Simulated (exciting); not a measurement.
# Core excitons at the Sn L₃ edge of SnF4

Wanted: the near-edge spectrum and the bound core excitons at the Sn L₃ edge of SnF4.

Main program and level: exciting sodium; X-ray absorption, core-level Bethe-Salpeter equation, exchange and statically screened direct term, Tamm-Dancoff, all-electron LAPW+lo LDA.

### Step 1. The structure

It takes space group I4/mmm (No. 139, tetragonal). The conventional cell has a = 4.050 Å, b = 4.050 Å, c = 7.930 Å, α = 90.00°, β = 90.00°, γ = 90.00°. Nearest to Sn lie 6 F at 1.88 to 2.02 Å. Nearest to F lie 2 Sn at 2.02 Å. F has 1 Sn at 1.88 Å nearest. Farther neighbours and most contacts between anions are not listed.

As a file:

```cif
data_structure
_symmetry_space_group_name_H-M 'I4/mmm'
_symmetry_Int_Tables_number 139
_cell_length_a 4.0500
_cell_length_b 4.0500
_cell_length_c 7.9300
_cell_angle_alpha 90.000
_cell_angle_beta 90.000
_cell_angle_gamma 90.000
_cell_volume 130.07
loop_
_atom_site_label
_atom_site_type_symbol
_atom_site_symmetry_multiplicity
_atom_site_Wyckoff_symbol
_atom_site_fract_x
_atom_site_fract_y
_atom_site_fract_z
_atom_site_occupancy
Sn1 Sn 2 a 0.00000 0.00000 0.00000 1
F1 F 4 c 0.50000 0.00000 0.00000 1
F2 F 4 e 0.50000 0.50000 0.26300 1
```

Differences between curves are given as r.m.s. difference over r.m.s. height.

### Step 2. Ground state

The species files are the program's own, with muffin-tin radii set in the input.

input.xml

```
<input>
  <title>SnF4</title>
  <structure speciespath="." autormt="false" epslat="1.0e-5">
    <crystal>
      <basevect>-3.8266954017 3.8266954017 7.4927640828</basevect>
      <basevect>3.8266954017 -3.8266954017 7.4927640828</basevect>
      <basevect>3.8266954017 3.8266954017 -7.4927640828</basevect>
    </crystal>
    <species speciesfile="Sn.xml" rmt="1.997">
      <atom coord="0.0000000000 0.0000000000 0.0000000000"/>
    </species>
    <species speciesfile="F.xml" rmt="1.448">
      <atom coord="0.0000000000 0.5000000000 0.5000000000"/>
      <atom coord="0.5000000000 0.0000000000 0.5000000000"/>
      <atom coord="0.7630000000 0.7630000000 0.0000000000"/>
      <atom coord="0.2370000000 0.2370000000 0.0000000000"/>
    </species>
  </structure>
  <groundstate do="fromscratch" xctype="LDA_PW" ngridk="4 4 4" rgkmax="7" gmaxvr="14" nempty="8" swidth="0.001" maxscl="100" epsengy="1e-5"/>
</input>
```

Run with:

```console
$ OMP_NUM_THREADS=1 mpirun -n 2 exciting
```

Numbers of over 12 decimals in the logs are rounded to 6 here.

What it wrote:

```text
EXCITING SODIUM started
********************************************************************************
* Ground-state run starting from atomic densities                              *
********************************************************************************
+ Starting initialization                                                      +
[... lattice and species ...]
 Spin treatment                             :    spin-unpolarised
 Number of Bravais lattice symmetries       :      16
[...]
+ Self-consistent loop stopped                                                 +
 STATE.OUT is written
********************************************************************************
* Groundstate module stopped                                                   *
********************************************************************************
 Total time spent (seconds)                 :       123.65
- CAUTION! Warnings have been written in file WARNING.OUT !                    -
| EXCITING SODIUM stopped                                                      =
[key lines of the parts left out:]
Total energy                               :     -6571.31057312
Fermi energy                               :         0.05588272
```

Elapsed: 2.1 min, on 2 MPI ranks of Arm Neoverse V2, shared host.

The warnings file holds hints only, no warning.

The mesh shows a gap of 3.32 eV. Core levels (Dirac, from the valence top):

| atom | level | energy (eV) |
| --- | --- | --- |
| Sn | 2s1/2 | -4364.8 |
| Sn | 2p1/2 | -4078.9 |
| Sn | 2p3/2 | -3848.6 |
| Sn | 3s1/2 | -836.0 |
| Sn | 3p1/2 | -719.7 |
| Sn | 3p3/2 | -677.6 |
| Sn | 3d3/2 | -471.3 |
| Sn | 3d5/2 | -462.6 |
| Sn | 4s1/2 | -126.5 |
| F | 1s1/2 | -648.4 |

### Step 3. A richer basis for the empty states

Each species file gets more local orbitals, built from u and its energy derivative at 0.15 Ha and u at 0.9 Ha.

input.xml is that of step 2.

SPECIES.xml, added lines

```
<lo l="L">  <!-- L = 0, 1, 2 -->
  <wf matchingOrder="0" trialEnergy="0.1500" searchE="false"/>
  <wf matchingOrder="1" trialEnergy="0.1500" searchE="false"/>
  <wf matchingOrder="0" trialEnergy="0.9000" searchE="false"/>
</lo>
```

Run with:

```console
$ OMP_NUM_THREADS=1 mpirun -n 2 exciting
```

What it wrote:

```text
EXCITING SODIUM started
********************************************************************************
* Ground-state run starting from atomic densities                              *
********************************************************************************
+ Starting initialization                                                      +
[... lattice and species ...]
 Spin treatment                             :    spin-unpolarised
 Number of Bravais lattice symmetries       :      16
[...]
+ Self-consistent loop stopped                                                 +
 STATE.OUT is written
********************************************************************************
* Groundstate module stopped                                                   *
********************************************************************************
 Total time spent (seconds)                 :       125.51
- CAUTION! Warnings have been written in file WARNING.OUT !                    -
| EXCITING SODIUM stopped                                                      =
[key lines of the parts left out:]
Total energy                               :     -6571.31224483
Fermi energy                               :         0.05658719
```

Elapsed: 2.1 min, on 2 MPI ranks.

Against the first ground state the total energy moves by -9 meV an atom and the gap by 0.00 eV.

### Step 4. Screening, kernels and BSE for Sn atom 1

The absorber has 2 F at 1.88 Å and 4 F at 2.02 Å (distorted octahedral, site symmetry 4/mmm).

input.xml, as its differences from that of step 3:

```diff
@@ -18,3 +18,19 @@
   </structure>
-  <groundstate do="fromscratch" xctype="LDA_PW" ngridk="4 4 4" rgkmax="7" gmaxvr="14" nempty="8" swidth="0.001" maxscl="100" epsengy="1e-5"/>
+  <groundstate do="skip" xctype="LDA_PW" ngridk="4 4 4" rgkmax="7" gmaxvr="14" nempty="8" swidth="0.001" maxscl="100" epsengy="1e-5"/>
+  <xs xstype="BSE" ngridk="3 3 4" ngridq="3 3 4" vkloff="0.097 0.273 0.493" rgkmax="7" nempty="28" gqmax="3" lmaxapwwf="5" lmaxemat="3" broad="0.05071" tevout="true">
+    <energywindow intv="141.112 142.729" points="439"/>
+    <screening screentype="full" nempty="49"/>
+    <BSE xas="true" xasspecies="1" xasatom="1" xasedge="L3" bsetype="singlet" nstlxas="1 24"/>
+    <qpointset>
+      <qpoint>0 0 0</qpoint>
+    </qpointset>
+    <plan>
+      <doonly task="xsgeneigvec"/>
+      <doonly task="writepmatxs"/>
+      <doonly task="scrgeneigvec"/>
+      <doonly task="scrwritepmat"/>
+      <doonly task="screen"/>
+      <doonly task="scrcoulint"/>
+    </plan>
+  </xs>
 </input>
```

input.xml for the exchange start (cutoff and plan only)

```
  gqmax="2"
  <plan>
    <doonly task="exccoulint"/>
  </plan>
```

input.xml for the last start (plan only)

```
  <plan>
    <doonly task="bse"/>
  </plan>
```

Run with:

```console
$ OMP_NUM_THREADS=1 mpirun -n 2 exciting
$ OMP_NUM_THREADS=1 mpirun -n 2 exciting
$ OMP_NUM_THREADS=2 exciting
```

What it wrote:

```text
| EXCITING SODIUM started for task xsgeneigvec ( 301)                          =
One-shot GS runs for BSE calculations
One-shot GS runs for k+qmt/2 grids
Info(xsgeneigvec): Generating eigenvectors for Q-point      1
Info(xsgeneigvec): Generation of eigenvectors finished
| EXCITING SODIUM started for task writepmatxs ( 320)                          =
Info(writepmatxs): Momentum matrix elements finished
| EXCITING SODIUM started for task scrgeneigvec ( 401)                         =
One-shot GS runs for BSE calculations
One-shot GS runs for k+qmt/2 grids
[...]
Info(setup_bse_block): Setting up RR part of hamiltonian
Info(setup_bse_block): Singlet spin state
Info(bse): Diagonalizing RR Hamiltonian (TDA)
Info(bse): Invoking Lapack routine ZHEEVR
      3456 eigen solutions found in the interval:
         i1=       1 i2=    3456
Info(bse): Writing excition energies and oscillator strengths to text file.
Info(makespectrum_dist): Making spectrum using formula for coupling with time reversed AR basis.
Info(makespectrum_dist): Using formalism for vanishing momentum transfer.
Info(writederived): Writing quantities derived from the macroscopic dielectric function.
Info(bselauncher): Spectrum finished for iqmt=  1
Info(bselauncher): All done for BSE type singlet
```

Elapsed: 22 min, on 2 MPI ranks.

Wall time by task: xsgeneigvec 22 s, writepmatxs 8.2 s, scrgeneigvec 22 s, scrwritepmat 5.1 s, screen 7.7 min, scrcoulint 6 min, exccoulint 6.3 min, bse 33 s.

The Sn L₃ spectrum of Sn atom 1 (energy from the Kohn–Sham onset, core level to the lowest empty state found on the meshes used, 3851.85 eV; the ground-state mesh sets it, and the shifted mesh has its lowest transition 0.22 eV above it; Im ε scaled to the maximum of the singlet run; cut below the end of the band set):

| E (eV) | isotropic | ε ⊥ c | ε ∥ c |
| --- | --- | --- | --- |
| -9.5 | 0.02 | 0.03 | 0.01 |
| -9.0 | 0.02 | 0.03 | 0.01 |
| -8.5 | 0.03 | 0.03 | 0.01 |
| -8.0 | 0.03 | 0.04 | 0.01 |
| -7.5 | 0.03 | 0.04 | 0.01 |
| -7.0 | 0.04 | 0.05 | 0.02 |
| -6.5 | 0.04 | 0.06 | 0.02 |
| -6.0 | 0.05 | 0.07 | 0.02 |
| -5.5 | 0.06 | 0.09 | 0.02 |
| -5.0 | 0.08 | 0.11 | 0.02 |
| -4.5 | 0.11 | 0.15 | 0.02 |
| -4.0 | 0.15 | 0.21 | 0.02 |
| -3.5 | 0.19 | 0.28 | 0.03 |
| -3.0 | 0.22 | 0.32 | 0.03 |
| -2.5 | 0.21 | 0.30 | 0.03 |
| -2.0 | 0.17 | 0.24 | 0.03 |
| -1.5 | 0.14 | 0.19 | 0.04 |
| -1.0 | 0.11 | 0.15 | 0.04 |
| -0.5 | 0.10 | 0.13 | 0.05 |
| 0.0 | 0.10 | 0.12 | 0.05 |
| 0.5 | 0.10 | 0.12 | 0.06 |
| 1.0 | 0.10 | 0.12 | 0.06 |
| 1.5 | 0.10 | 0.11 | 0.07 |
| 2.0 | 0.10 | 0.11 | 0.07 |
| 2.5 | 0.10 | 0.11 | 0.08 |
| 3.0 | 0.11 | 0.12 | 0.08 |
| 3.5 | 0.12 | 0.13 | 0.09 |
| 4.0 | 0.13 | 0.14 | 0.11 |
| 4.5 | 0.15 | 0.17 | 0.13 |
| 5.0 | 0.18 | 0.20 | 0.15 |
| 5.5 | 0.22 | 0.24 | 0.18 |
| 6.0 | 0.27 | 0.30 | 0.21 |
| 6.5 | 0.33 | 0.37 | 0.26 |
| 7.0 | 0.41 | 0.46 | 0.32 |
| 7.5 | 0.53 | 0.59 | 0.41 |
| 8.0 | 0.68 | 0.74 | 0.54 |
| 8.5 | 0.83 | 0.90 | 0.71 |
| 9.0 | 0.95 | 0.98 | 0.87 |
| 9.5 | 0.99 | 1.01 | 0.97 |
| 10.0 | 1.00 | 1.00 | 0.99 |
| 10.5 | 0.97 | 0.97 | 0.97 |
| 11.0 | 0.91 | 0.90 | 0.94 |
| 11.5 | 0.83 | 0.80 | 0.89 |
| 12.0 | 0.73 | 0.69 | 0.81 |
| 12.5 | 0.64 | 0.60 | 0.71 |
| 13.0 | 0.55 | 0.52 | 0.62 |
| 13.5 | 0.49 | 0.46 | 0.54 |
| 14.0 | 0.44 | 0.43 | 0.48 |
| 14.5 | 0.42 | 0.41 | 0.43 |
| 15.0 | 0.40 | 0.41 | 0.39 |
| 15.5 | 0.41 | 0.43 | 0.38 |
| 16.0 | 0.44 | 0.47 | 0.37 |
| 16.5 | 0.48 | 0.53 | 0.38 |
| 17.0 | 0.53 | 0.59 | 0.41 |
| 17.5 | 0.58 | 0.65 | 0.46 |
| 18.0 | 0.63 | 0.68 | 0.52 |
| 18.5 | 0.66 | 0.71 | 0.58 |
| 19.0 | 0.68 | 0.72 | 0.61 |
| 19.5 | 0.69 | 0.72 | 0.62 |
| 20.0 | 0.69 | 0.73 | 0.62 |
| 20.5 | 0.71 | 0.75 | 0.63 |
| 21.0 | 0.72 | 0.76 | 0.64 |
| 21.5 | 0.73 | 0.77 | 0.63 |
| 22.0 | 0.71 | 0.76 | 0.60 |
| 22.5 | 0.67 | 0.73 | 0.56 |
| 23.0 | 0.65 | 0.72 | 0.53 |
| 23.5 | 0.64 | 0.71 | 0.50 |

Maxima (height): -2.9 eV (0.23), 9.8 eV (1.00) and 21.4 eV (0.73).

The Hamiltonian has 3456 rows. The lowest groups of eigenvalues and the brightest ones, on the scale above (the program counts from the shifted mesh's onset, 0.22 eV higher). Core spinors bring spin-forbidden partners, so dark means forbidden by spin or by symmetry, and the shifted mesh splits states that symmetry would keep together:

| energy (eV) | states within 10 meV | relative strength |
| --- | --- | --- |
| -2.913 | 4 | 0.92 |
| -0.639 | 4 | 0.015 |
| -0.228 | 4 | 0.0049 |
| 0.033 | 4 | 0.0045 |
| 0.076 | 4 | 8.9e-4 |
| 0.172 | 4 | 0.0029 |
| 8.545 | 4 | 1.00 |
| 8.997 | 4 | 0.37 |
| 9.050 | 4 | 0.45 |
| 10.087 | 4 | 0.20 |
| 10.369 | 4 | 0.18 |
| 10.958 | 8 | 0.20 |

### Step 5. Independent particles

input.xml, as its differences from that of step 4:

```diff
@@ -22,3 +22,3 @@
     <screening screentype="full" nempty="49"/>
-    <BSE xas="true" xasspecies="1" xasatom="1" xasedge="L3" bsetype="singlet" nstlxas="1 24"/>
+    <BSE xas="true" xasspecies="1" xasatom="1" xasedge="L3" bsetype="IP" nstlxas="1 24"/>
     <qpointset>
@@ -27,8 +27,3 @@
     <plan>
-      <doonly task="xsgeneigvec"/>
-      <doonly task="writepmatxs"/>
-      <doonly task="scrgeneigvec"/>
-      <doonly task="scrwritepmat"/>
-      <doonly task="screen"/>
-      <doonly task="scrcoulint"/>
+      <doonly task="bse"/>
     </plan>
```

Run with:

```console
$ OMP_NUM_THREADS=2 exciting
```

What it wrote:

```text
| EXCITING SODIUM started for task bse ( 445)                                  =
Info(bselauncher): Init time:    0.899019
Info(bselauncher): Setting up and diagonalizing BSE Hamiltonian.
Info(bselauncher): Using momentum transfer vectors from list :   1 to  1
Info(bselauncher): Distributing qmt-points over   1 processes.
Info(bselauncher): BSE type: IP
Info(bselauncher): Momentum transfer list index: iqmt=  1
Info(bselauncher): Momentum transfer: vqmtl=   0.000   0.000   0.000
Info(bse): Inspecting occupations...
Info(setranges_modxs): Number of non-reduced k-points:       36
[...]
highest unoccupied state:  48
  Opening gap with a scissor of:      0.000/H      0.000/eV
Info(select_transitions): Number of participating transitions:    3456
Info(bse): Selecting transitions...
Info(bse):bsegap (eV):  3852.067169
Info(bse): IP requested, nothing much to do
Info(bse): Writing excition energies and oscillator strengths to text file.
Info(makespectrum_dist): Making spectrum using formula for coupling with time reversed AR basis.
Info(makespectrum_dist): Using formalism for vanishing momentum transfer.
Info(writederived): Writing quantities derived from the macroscopic dielectric function.
Info(bselauncher): Spectrum finished for iqmt=  1
Info(bselauncher): All done for BSE type IP
```

The job ended after 1.5 s (2 threads).

Maxima (height): 2.3 eV (0.18) and 13.9 eV (0.84); the curve is highest at the end of the window. Against the singlet run the r.m.s. difference is 54 %. Moving the earlier curve by +3.9 eV leaves 20 %. The highest maximum lies at 13.9 eV (0.84), against 9.8 eV (1.00).

### Step 6. Exchange alone

input.xml, as its differences from that of step 5:

```diff
@@ -22,3 +22,3 @@
     <screening screentype="full" nempty="49"/>
-    <BSE xas="true" xasspecies="1" xasatom="1" xasedge="L3" bsetype="IP" nstlxas="1 24"/>
+    <BSE xas="true" xasspecies="1" xasatom="1" xasedge="L3" bsetype="RPA" nstlxas="1 24"/>
     <qpointset>
```

Run with:

```console
$ OMP_NUM_THREADS=2 exciting
```

What it wrote:

```text
| EXCITING SODIUM started for task bse ( 445)                                  =
Info(bselauncher): Init time:    0.899910
Info(bselauncher): Setting up and diagonalizing BSE Hamiltonian.
Info(bselauncher): Using momentum transfer vectors from list :   1 to  1
Info(bselauncher): Distributing qmt-points over   1 processes.
Info(bselauncher): BSE type: RPA
Info(bselauncher): Momentum transfer list index: iqmt=  1
Info(bselauncher): Momentum transfer: vqmtl=   0.000   0.000   0.000
Info(bse): Inspecting occupations...
Info(setranges_modxs): Number of non-reduced k-points:       36
[...]
Info(setup_bse_block): Setting up RR part of hamiltonian
Info(setup_bse_block): Using RPA approximation
Info(bse): Diagonalizing RR Hamiltonian (TDA)
Info(bse): Invoking Lapack routine ZHEEVR
      3456 eigen solutions found in the interval:
         i1=       1 i2=    3456
Info(bse): Writing excition energies and oscillator strengths to text file.
Info(makespectrum_dist): Making spectrum using formula for coupling with time reversed AR basis.
Info(makespectrum_dist): Using formalism for vanishing momentum transfer.
Info(writederived): Writing quantities derived from the macroscopic dielectric function.
Info(bselauncher): Spectrum finished for iqmt=  1
Info(bselauncher): All done for BSE type RPA
```

The job ended after 34 s (2 threads).

Maxima (height): 2.3 eV (0.18) and 13.9 eV (0.84); the curve is highest at the end of the window. The spectrum is that of the independent-particle run within 1 %.

### Step 7. Direct term alone

input.xml, as its differences from that of step 6:

```diff
@@ -22,3 +22,3 @@
     <screening screentype="full" nempty="49"/>
-    <BSE xas="true" xasspecies="1" xasatom="1" xasedge="L3" bsetype="RPA" nstlxas="1 24"/>
+    <BSE xas="true" xasspecies="1" xasatom="1" xasedge="L3" bsetype="triplet" nstlxas="1 24"/>
     <qpointset>
```

Run with:

```console
$ OMP_NUM_THREADS=2 exciting
```

What it wrote:

```text
| EXCITING SODIUM started for task bse ( 445)                                  =
Info(bselauncher): Init time:    0.897324
Info(bselauncher): Setting up and diagonalizing BSE Hamiltonian.
Info(bselauncher): Using momentum transfer vectors from list :   1 to  1
Info(bselauncher): Distributing qmt-points over   1 processes.
Info(bselauncher): BSE type: triplet
Info(bselauncher): Momentum transfer list index: iqmt=  1
Info(bselauncher): Momentum transfer: vqmtl=   0.000   0.000   0.000
Info(bse): Inspecting occupations...
[...]
Info(setup_bse_block): Setting up RR part of hamiltonian
Info(setup_bse_block): Triplet spin state
Info(bse): Diagonalizing RR Hamiltonian (TDA)
Info(bse): Invoking Lapack routine ZHEEVR
      3456 eigen solutions found in the interval:
         i1=       1 i2=    3456
Info(bse): Writing excition energies and oscillator strengths to text file.
Info(makespectrum_dist): Making spectrum using formula for coupling with time reversed AR basis.
Info(makespectrum_dist): Using formalism for vanishing momentum transfer.
Info(writederived): Writing quantities derived from the macroscopic dielectric function.
Info(bselauncher): Spectrum finished for iqmt=  1
Info(bselauncher): All done for BSE type triplet
```

Run time: 33 s. Hardware: 2 threads.

Maxima (height): -2.9 eV (0.23), 9.8 eV (1.00) and 21.4 eV (0.73). The spectrum is that of the singlet run within 1 %.

### Step 8. Broadening

Changed against the first singlet run: half width (eV) from 1.38 to 0.34.

input.xml, as its differences from that of step 7:

```diff
@@ -19,6 +19,6 @@
   <groundstate do="skip" xctype="LDA_PW" ngridk="4 4 4" rgkmax="7" gmaxvr="14" nempty="8" swidth="0.001" maxscl="100" epsengy="1e-5"/>
-  <xs xstype="BSE" ngridk="3 3 4" ngridq="3 3 4" vkloff="0.097 0.273 0.493" rgkmax="7" nempty="28" gqmax="3" lmaxapwwf="5" lmaxemat="3" broad="0.05071" tevout="true">
+  <xs xstype="BSE" ngridk="3 3 4" ngridq="3 3 4" vkloff="0.097 0.273 0.493" rgkmax="7" nempty="28" gqmax="3" lmaxapwwf="5" lmaxemat="3" broad="0.01249" tevout="true">
     <energywindow intv="141.112 142.729" points="439"/>
     <screening screentype="full" nempty="49"/>
-    <BSE xas="true" xasspecies="1" xasatom="1" xasedge="L3" bsetype="triplet" nstlxas="1 24"/>
+    <BSE xas="true" xasspecies="1" xasatom="1" xasedge="L3" bsetype="singlet" nstlxas="1 24"/>
     <qpointset>
```

Run with:

```console
$ OMP_NUM_THREADS=2 exciting
```

What it wrote:

```text
| EXCITING SODIUM started for task bse ( 445)                                  =
Info(bselauncher): Init time:    0.899702
Info(bselauncher): Setting up and diagonalizing BSE Hamiltonian.
Info(bselauncher): Using momentum transfer vectors from list :   1 to  1
Info(bselauncher): Distributing qmt-points over   1 processes.
Info(bselauncher): BSE type: singlet
Info(bselauncher): Momentum transfer list index: iqmt=  1
Info(bselauncher): Momentum transfer: vqmtl=   0.000   0.000   0.000
Info(bse): Inspecting occupations...
[...]
Info(setup_bse_block): Setting up RR part of hamiltonian
Info(setup_bse_block): Singlet spin state
Info(bse): Diagonalizing RR Hamiltonian (TDA)
Info(bse): Invoking Lapack routine ZHEEVR
      3456 eigen solutions found in the interval:
         i1=       1 i2=    3456
Info(bse): Writing excition energies and oscillator strengths to text file.
Info(makespectrum_dist): Making spectrum using formula for coupling with time reversed AR basis.
Info(makespectrum_dist): Using formalism for vanishing momentum transfer.
Info(writederived): Writing quantities derived from the macroscopic dielectric function.
Info(bselauncher): Spectrum finished for iqmt=  1
Info(bselauncher): All done for BSE type singlet
```

It took 33 s on 2 threads.

The spectrum differs from the singlet run by 35 % r.m.s. The highest maximum lies at 9.1 eV (1.66), against 9.8 eV (1.00). Only the width of each line changes; the area stays. A table step wider than the lines misses their tops.

| E (eV) | first run | this run |
| --- | --- | --- |
| -8.0 | 0.03 | 0.01 |
| -7.0 | 0.04 | 0.01 |
| -6.0 | 0.05 | 0.01 |
| -5.0 | 0.08 | 0.03 |
| -4.0 | 0.15 | 0.08 |
| -3.0 | 0.22 | 0.75 |
| -2.0 | 0.17 | 0.11 |
| -1.0 | 0.11 | 0.04 |
| 0.0 | 0.10 | 0.05 |
| 1.0 | 0.10 | 0.07 |
| 2.0 | 0.10 | 0.05 |
| 3.0 | 0.11 | 0.03 |
| 4.0 | 0.13 | 0.04 |
| 5.0 | 0.18 | 0.10 |
| 6.0 | 0.27 | 0.14 |
| 7.0 | 0.41 | 0.26 |
| 8.0 | 0.68 | 0.58 |
| 9.0 | 0.95 | 1.64 |
| 10.0 | 1.00 | 1.34 |
| 11.0 | 0.91 | 1.22 |
| 12.0 | 0.73 | 0.81 |
| 13.0 | 0.55 | 0.46 |
| 14.0 | 0.44 | 0.33 |
| 15.0 | 0.40 | 0.26 |
| 16.0 | 0.44 | 0.30 |
| 17.0 | 0.53 | 0.55 |
| 18.0 | 0.63 | 0.67 |
| 19.0 | 0.68 | 0.80 |
| 20.0 | 0.69 | 0.70 |
| 21.0 | 0.72 | 0.81 |
| 22.0 | 0.71 | 0.84 |
| 23.0 | 0.65 | 0.69 |

(Continued in part 2 of 2.)

[Banner, clock and machine lines of the logs are left out without a mark of their own.]

[Logs are printed without paths, hosts, clocks, repeated set-up lines and the standing remarks that a program may print on its own settings, such as how far it seeks lower states.]

[Hosts, paths, dates, database ids (printed as entryN), source tags and the programs' standing remarks are cut or masked in the printed files.]
